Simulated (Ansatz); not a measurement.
## MgI2 (P-3m1): refractive index against wavelength

The refractive index of MgI2 (P-3m1) along x below the direct gap (3.64 eV on the mesh) is read from one computed spectrum, n = √(Re ε). x, y and z are the Cartesian axes of the input cell.

Cell: a, b, c = 4.140, 4.140, 6.880 Å (primitive vectors), 3 atoms.

Method: Ansatz 0.2.0, PBE, independent particles, k-mesh 9×9×5 with interpolation inside its cells, Gaussian parameter 0.15 eV.

Launch of the response step: `ansatz run input.yaml --threads 4 --pin off --max-ram 8192MiB --backend cpu --events-out ev --progress --plain --runs-dir out`. The run took 30 s, on 4 threads of Arm Neoverse V2 (shared host).

```tsv
wavelength (nm)	photon energy E (eV)	n
1550	0.800	2.2581
1310	0.946	2.2641
1064	1.165	?
850	1.459	2.2944
700	1.771	2.3210
633	1.959	2.3404
532	2.331	2.3883
```

In the single-oscillator model n² − 1 = E₀E_d/(E₀² − E²), so 1/(n² − 1) = E₀/E_d − E²/(E₀E_d) is linear in E².

Working, on the rows shown:

| x = E² (eV²) | y = 1/(n² − 1) |
| --- | --- |
| 0.639837 | 0.243961 |
| 0.895757 | 0.242357 |
| 2.12762 | 0.234507 |
| 3.13716 | 0.227944 |
| 3.83641 | 0.22334 |
| 5.43137 | 0.212586 |

Means: x̄ = 2.678, ȳ = 0.23078. Σ(x − x̄)(y − ȳ) = -0.1096, Σ(x − x̄)² = 16.77. Slope = -0.1096 / 16.77 = -0.006534; intercept = ȳ − slope · x̄ = 0.24828. Turned back into n, the line misses the rows shown by at most 0.00095.

Q: Fill in the last column of the withheld row.

A: At x = 1.3578 the line gives y = 0.23941, that is 2.2753. The run gave 2.2753, so the interpolation holds to the digits printed.

Refitted with all rows, the slope is -0.006534 and the intercept 0.24828. These give E₀ = √(intercept/−slope) = 6.16 eV and E_d = E₀/intercept = 24.8 eV; E₀ is 1.7 times the direct gap. The electronic limit at long wavelengths, without lattice vibrations, is n = √(1 + 1/intercept) = 2.242. The cell comes from an older database entry, whose edges can be off by a per cent or so. Excitons are left out and so are local fields; PBE gaps are as a rule too small. Spin-orbit coupling is left out.

[Logs are printed without paths, hosts, clocks, repeated set-up lines and the standing remarks that a program may print on its own settings, such as how far it seeks lower states.]
